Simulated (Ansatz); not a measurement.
## Structural relaxation of twisted graphene double bilayer, 87.80° (104 atoms)

Wanted: the relaxed structure of twisted graphene double bilayer, 87.80° (104 atoms) and its electronic structure.

Method: Kohn-Sham DFT, PBE+D4, PAW (set soft_2), plane waves, in Ansatz 0.2.0.

## 1. The starting structure

The cell holds 104 atoms: 104 C. Its edges and angles: a = 8.870 Å, b = 8.870 Å, c = 24.080 Å, α = 90.0°, β = 90.0°, γ = 120.0°. It derives from C (graphene). Graphene (a = 2.46 Å) under graphene (a = 2.46 Å), double bilayer, commensurate cell of 13 unit cells a layer, twist 87.80 deg; facing planes 3.44, 3.32, 3.32 Å apart as built; 14 Å of vacuum; minimised with a classical potential. Regions: layer 1, 26 atoms (26 C); layer 2, 26 atoms (26 C); layer 3, 26 atoms (26 C); layer 4, 26 atoms (26 C). Vacuum lies along c.

## 2. Single point at the start

The forces at the start show how far the geometry lies from a minimum of this functional.

File input.yaml:

```yaml
crystal:
  lattice:
    - [8.8697, 0.0, 0.0]
    - [-4.43485, 7.68139, 0.0]
    - [0.0, 0.0, 24.08]
  atoms:
    - { symbol: C, position: [0.12821, 0.17949, 0.29125] }
    - { symbol: C, position: [0.17949, 0.05128, 0.29122] }
    - { symbol: C, position: [0.20513, 0.48718, 0.29125] }
    - { symbol: C, position: [0.25641, 0.35897, 0.29122] }
    [... 94 atom lines left out ...]
    - { symbol: C, position: [0.97436, 0.41026, 0.71128] }
    - { symbol: C, position: [0.92308, 0.23077, 0.71124] }
    - { symbol: C, position: [0.20513, 0.71795, 0.71128] }
    - { symbol: C, position: [0.15385, 0.53847, 0.71124] }
    - { symbol: C, position: [0.28205, 0.48718, 0.71128] }
    - { symbol: C, position: [0.23077, 0.3077, 0.71124] }
kpoints:
  mp_grid: { grid: [2, 2, 1] }
hamiltonian:
  xc: pbe
  dispersion: d4
scf:
  occupations: { method: fermi_dirac, width: 0.05 }
output:
  forces: true
```

The run is started by

```bash
$ ansatz run input.yaml --threads 4 --pin off --max-ram 8192MiB --backend cpu --events-out ev --progress --plain --runs-dir out
```

The job ended after 23 s (4 threads of Arm Neoverse V1, shared host; peak memory 4.8 GiB).

The program notes that positions were snapped to a detected symmetry.

Numbers from this run:

```yaml
free_energy: -26113.9288 eV
free_energy_per_atom: -251.0955 eV/atom
scf_cycles: 8
r_m_s_force_component: 0.01211 eV/Å
longest_force: 0.03164 eV/Å
fermi_energy: 2.086 eV
```

The r.m.s. force component of 0.012 eV/Å sets the starting point.

Length of the force by element:

| element | coordination | atoms | mean length of the force (eV/Å) | spread | least | most |
| --- | --- | --- | --- | --- | --- | --- |
| C | all | 104 | 0.02 | 0.0062 | 0.0069 | 0.0316 |

## 3. Relaxation

With the cell held, the atoms are moved downhill towards a nearby minimum.

input.yaml, as its differences from that of step 2:

```diff
@@ -16 +16,4 @@
   forces: true
+relax:
+  f_tol: 0.03
+  max_steps: 80
```

Elapsed: 70 s, on 4 threads; peak memory 4.8 GiB; 4.4 min of CPU time.

The steps of the relaxation:

| step | energy less that of the first step (eV) | largest force component (eV/Å) |
| --- | --- | --- |
| 1 | 0.0000 | 0.0310 |
| 2 | 0.0570 | 0.0404 |
| 3 | -0.0034 | 0.0097 |

Relaxation step 2 was tried and not accepted.

The atoms that moved most (Å):

| atom | dx | dy | dz | length |
| --- | --- | --- | --- | --- |
| C68 | 0.000 | 0.000 | 0.025 | 0.025 |
| C76 | 0.000 | 0.000 | 0.025 | 0.025 |
| C64 | 0.000 | 0.000 | 0.025 | 0.025 |
| C35 | 0.000 | 0.000 | -0.025 | 0.025 |
| C31 | 0.000 | 0.000 | -0.025 | 0.025 |
| C47 | 0.000 | 0.000 | -0.025 | 0.025 |
| C39 | 0.000 | 0.000 | -0.025 | 0.025 |
| C51 | 0.000 | 0.000 | -0.025 | 0.025 |

The relaxation changed the energy by -0.033 meV/atom, and atoms moved by 0.023 Å r.m.s., 0.025 Å at most.

## 4. Structure statistics after relaxation

Bonds before and after, by the cutoffs listed below:

| pair | bonds before | bonds after | mean before (Å) | mean after (Å) | spread before (Å) | spread after (Å) |
| --- | --- | --- | --- | --- | --- | --- |
| C-C | 156 | 156 | 1.420 | 1.420 | 0.000 | 0.000 |

Normalised to the volume that the atoms fill. Pair distribution function in bins of 0.1 Å:

| r (Å) | total |
| --- | --- |
| 1.35 | 0.00 |
| 1.45 | 9.36 |
| 1.55 | 0.00 |
| 1.65 | 0.00 |
| 1.75 | 0.00 |
| 1.85 | 0.00 |
| 1.95 | 0.00 |
| 2.05 | 0.00 |
| 2.15 | 0.00 |
| 2.25 | 0.00 |
| 2.35 | 0.00 |
| 2.45 | 6.21 |
| 2.55 | 0.00 |
| 2.65 | 0.00 |
| 2.75 | 0.00 |
| 2.85 | 2.38 |
| 2.95 | 0.00 |
| 3.05 | 0.00 |
| 3.15 | 0.00 |
| 3.25 | 0.00 |
| 3.35 | 0.28 |
| 3.45 | 0.16 |
| 3.55 | 0.26 |
| 3.65 | 2.38 |
| 3.75 | 2.75 |
| 3.85 | 0.25 |
| 3.95 | 0.16 |
| 4.05 | 0.22 |
| 4.15 | 1.26 |
| 4.25 | 2.28 |
| 4.35 | 0.21 |
| 4.45 | 1.57 |
| 4.55 | 0.18 |
| 4.65 | 0.22 |
| 4.75 | 0.10 |
| 4.85 | 0.22 |
| 4.95 | 1.66 |
| 5.05 | 2.43 |
| 5.15 | 1.59 |
| 5.25 | 0.12 |
| 5.35 | 0.23 |
| 5.45 | 0.69 |
| 5.55 | 0.14 |
| 5.65 | 0.81 |

Bonds by pair of elements; cutoffs follow the first minimum of g(r), held within bounds set by covalent radii, and pairs that aren't listed don't count as bonded:

| pair A-B | cutoff (Å) | bonds | mean length (Å) | spread (Å) | shortest (Å) | B about A | A about B |
| --- | --- | --- | --- | --- | --- | --- | --- |
| C-C | 1.82 | 156 | 1.42 | 0 | 1.42 | 3 | 3 |

How many atoms have how many bonded neighbours:

| element | mean | 3 |
| --- | --- | --- |
| C | 3 | 104 |

Bond angles (no mean is given where the spread exceeds 20°):

| angle | count | mean (°) | spread (°) |
| --- | --- | --- | --- |
| C-C-C | 312 | 120 | 0 |

The first peak of g(r) lies near 1.43 Å. With the cutoffs above, all C atoms have 3 bonded neighbours.

## 5. Single point at the relaxed geometry

One more single point at the end of the walk gives the fuller output and checks the residual forces.

File input.yaml:

```yaml
crystal:
  lattice:
    - [8.8697, 0.0, 0.0]
    - [-4.43485, 7.68139, 0.0]
    - [0.0, 0.0, 24.08]
  atoms:
    - { symbol: C, position: [0.12821, 0.17949, 0.29032] }
    - { symbol: C, position: [0.17949, 0.05128, 0.29034] }
    - { symbol: C, position: [0.20513, 0.48718, 0.29032] }
    - { symbol: C, position: [0.25641, 0.35897, 0.29034] }
    [... 94 atom lines left out ...]
    - { symbol: C, position: [0.97436, 0.41026, 0.71215] }
    - { symbol: C, position: [0.92308, 0.23077, 0.71218] }
    - { symbol: C, position: [0.20513, 0.71795, 0.71215] }
    - { symbol: C, position: [0.15385, 0.53846, 0.71218] }
    - { symbol: C, position: [0.28205, 0.48718, 0.71215] }
    - { symbol: C, position: [0.23077, 0.30769, 0.71218] }
kpoints:
  mp_grid: { grid: [2, 2, 1] }
hamiltonian:
  xc: pbe
  dispersion: d4
scf:
  occupations: { method: fermi_dirac, width: 0.05 }
output:
  forces: true
  populations: true
  dos:
    method: { smearing: { sigma: 0.1 } }
    de: 0.1
    projected:
      site_lists:
        C: [C]
        layer_1: [0, 1, 2, 3, 4, 5, 6, 7, 8, 9, 10, 11, 12, 13, 14, 15, 16, 17, 18, 19, 20, 21, 22, 23, 24, 25]
        layer_2: [26, 27, 28, 29, 30, 31, 32, 33, 34, 35, 36, 37, 38, 39, 40, 41, 42, 43, 44, 45, 46, 47, 48, 49, 50, 51]
        layer_3: [52, 53, 54, 55, 56, 57, 58, 59, 60, 61, 62, 63, 64, 65, 66, 67, 68, 69, 70, 71, 72, 73, 74, 75, 76, 77]
        layer_4: [78, 79, 80, 81, 82, 83, 84, 85, 86, 87, 88, 89, 90, 91, 92, 93, 94, 95, 96, 97, 98, 99, 100, 101, 102, 103]
  eigenvalues: true
  write_density: true
  write_potential: true
  volumetric_format: npy
```

The job ended after 58 s (4 threads; peak memory 4.9 GiB; 3.7 min of CPU time).

The program notes that the exchange-correlation potential is rough where the density is thin.

The run gave:

- free energy: -26113.9322 eV
- free energy per atom: -251.0955 eV/atom
- SCF cycles: 7
- r.m.s. force component: 0.00458 eV/Å
- longest force: 0.01219 eV/Å
- Fermi energy: 2.087 eV
- potential in mid-vacuum, over the Fermi level: 4.22 eV
- potential 4.5 Å over the upper face: 4.219 eV
- potential 4.5 Å under the lower face: 4.22 eV
- spilling of the projection: 0.009226

The mean of these charges, 0.037 e, is only the charge that the projection spills.

Löwdin charges by element (they lack the spilled electrons, 0.037 e an atom on average):

| element | coordination | atoms | mean charge (e) | spread | least | most |
| --- | --- | --- | --- | --- | --- | --- |
| C | all | 104 | 0.0369 | 0.0025 | 0.0332 | 0.0404 |

By region:

| region | atoms | mean length of the force (eV/Å) |
| --- | --- | --- |
| layer 1 | 26 | 0.005 |
| layer 2 | 26 | 0.009 |
| layer 3 | 26 | 0.007 |
| layer 4 | 26 | 0.009 |

Density of states as counts of states in windows of 1 eV (from the Fermi level), total and the larger projections:

| from (eV) | to (eV) | total | C p | layer 1 | layer 4 | layer 2 | layer 3 | C s |
| --- | --- | --- | --- | --- | --- | --- | --- | --- |
| -18 | -17 | 11.4 | 3.7 | 2.9 | 2.9 | 2.8 | 2.8 | 7.6 |
| -17 | -16 | 24.0 | 9.8 | 5.9 | 5.9 | 5.9 | 5.9 | 13.8 |
| -16 | -15 | 12.0 | 5.3 | 3.0 | 3.0 | 3.0 | 3.0 | 6.5 |
| -15 | -14 | 25.5 | 11.4 | 6.2 | 6.2 | 6.4 | 6.4 | 13.9 |
| -14 | -13 | 10.5 | 6.8 | 2.7 | 2.7 | 2.5 | 2.5 | 3.6 |
| -13 | -12 | 12.0 | 8.2 | 3.0 | 3.0 | 3.0 | 3.0 | 3.6 |
| -12 | -11 | 24.0 | 15.6 | 5.9 | 5.9 | 6.0 | 6.0 | 8.2 |
| -11 | -10 | 15.1 | 11.4 | 3.6 | 3.6 | 3.8 | 3.8 | 3.5 |
| -10 | -9 | 20.9 | 16.8 | 5.3 | 5.3 | 5.1 | 5.1 | 3.8 |
| -9 | -8 | 16.9 | 14.7 | 3.9 | 3.9 | 4.5 | 4.5 | 2.0 |
| -8 | -7 | 46.9 | 42.2 | 11.8 | 11.8 | 11.4 | 11.4 | 4.2 |
| -7 | -6 | 37.3 | 36.2 | 9.0 | 9.0 | 9.5 | 9.5 | 0.8 |
| -6 | -5 | 36.1 | 35.2 | 9.6 | 9.6 | 8.3 | 8.3 | 0.6 |
| -5 | -4 | 31.9 | 30.7 | 7.5 | 7.5 | 8.4 | 8.4 | 1.0 |
| -4 | -3 | 30.4 | 30.3 | 7.9 | 7.9 | 7.3 | 7.3 | 0.0 |
| -3 | -2 | 18.5 | 18.4 | 4.6 | 4.6 | 4.6 | 4.6 | 0.0 |
| -2 | -1 | 16.1 | 16.0 | 3.8 | 3.8 | 4.2 | 4.2 | 0.0 |
| -1 | 1 | 0.0 | 0.0 | 0.0 | 0.0 | 0.0 | 0.0 | 0.0 |
| 1 | 2 | 27.9 | 27.1 | 7.0 | 7.0 | 6.5 | 6.5 | 0.0 |
| 2 | 3 | 8.2 | 7.9 | 1.7 | 1.7 | 2.2 | 2.2 | 0.0 |
| 3 | 4 | 14.3 | 11.9 | 2.8 | 2.8 | 3.1 | 3.1 | 0.0 |
| 4 | 5 | 23.1 | 17.0 | 4.4 | 4.4 | 4.1 | 4.1 | 0.0 |

Between -20 and -18 eV lie 27 more states.

The levels nearest the highest filled one (over half full), pooled over k-points and spins:

| level less the highest filled one (eV) | occupation |
| --- | --- |
| -0.534 | 2 |
| -0.533 | 2 |
| -0.0561 | 2 |
| -0.0559 | 2 |
| 0 | 2 |
| 0 | 2 |
| 2.35 | 0 |
| 2.35 | 0 |
| 2.35 | 0 |
| 2.35 | 0 |
| 2.55 | 0 |
| 2.58 | 0 |

Planar average of the electrostatic potential energy along the normal, with the Fermi level as zero, after a running mean with a triangular window 4 Å wide at its base:

| height (Å) | potential energy (eV) |
| --- | --- |
| 0.0 | 4.22 |
| 0.7 | 4.22 |
| 1.3 | 4.22 |
| 2.1 | 4.22 |
| 2.7 | 4.22 |
| 3.4 | 4.21 |
| 4.2 | 4.11 |
| 4.8 | 3.39 |
| 5.5 | -0.48 |
| 6.1 | -4.78 |
| 6.8 | -8.95 |
| 7.6 | -7.02 |
| 8.2 | -3.68 |
| 8.9 | -2.85 |
| 9.5 | -5.45 |
| 10.3 | -9.08 |
| 11.0 | -6.73 |
| 11.6 | -3.36 |
| 12.3 | -2.66 |
| 12.9 | -5.44 |
| 13.7 | -9.08 |
| 14.4 | -6.73 |
| 15.0 | -3.48 |
| 15.8 | -2.97 |
| 16.4 | -5.76 |
| 17.1 | -9.11 |
| 17.8 | -6.24 |
| 18.4 | -1.98 |
| 19.2 | 2.66 |
| 19.8 | 4.00 |
| 20.5 | 4.20 |
| 21.3 | 4.22 |
| 21.9 | 4.22 |
| 22.6 | 4.22 |
| 23.2 | 4.22 |
| 23.9 | 4.22 |

Löwdin charges run from +0.03 to +0.04 e, about a mean that is the spilled charge alone. The potential stands 4.22 eV above the Fermi level over the upper face and 4.22 eV under the lower one, a reading of the work function, with no dipole correction. The Fermi level falls in a spacing of 2.4 eV between levels, so it is uncertain by that much.

## 6. Results

```
energy change in the relaxation               : -0.033 meV/atom
r.m.s. displacement                           : 0.023 Å
largest displacement                          : 0.025 Å
free energy per atom                          : -251.0955 eV/atom
r.m.s. force component                        : 0.00458 eV/Å
potential in mid-vacuum, over the Fermi level : 4.22 eV
wall time of the 3 DFT runs                   : 2.5 min
```

**Reading.** Relaxation lowers the energy by 0.033 meV/atom and moves atoms by 0.023 Å r.m.s.; the r.m.s. force component goes from 0.012 to 0.0046 eV/Å. By the final cutoffs no bond was broken or made. First to last step the energy falls by 0.003 eV; the largest move, 0.025 Å, is that of C68, with 5 other atoms within 2 % of it. With the cutoffs above, all C atoms have 3 bonded neighbours. No gap is quoted: the bands of a honeycomb sheet meet or nearly meet at one point of the zone, so the spacing of levels depends on whether the mesh holds it and on how the neighbours disturb the sheet. The potential stands 4.22 eV above the Fermi level over the upper face and 4.22 eV under the lower one, a reading of the work function, with no dipole correction. The Fermi level falls in a spacing of 2.4 eV between levels, so it is uncertain by that much.

[Logs are printed without paths, hosts, clocks, repeated set-up lines and the standing remarks that a program may print on its own settings, such as how far it seeks lower states.]

[Hosts, paths, dates, database ids (printed as entryN), source tags and the programs' standing remarks are cut or masked in the printed files.]
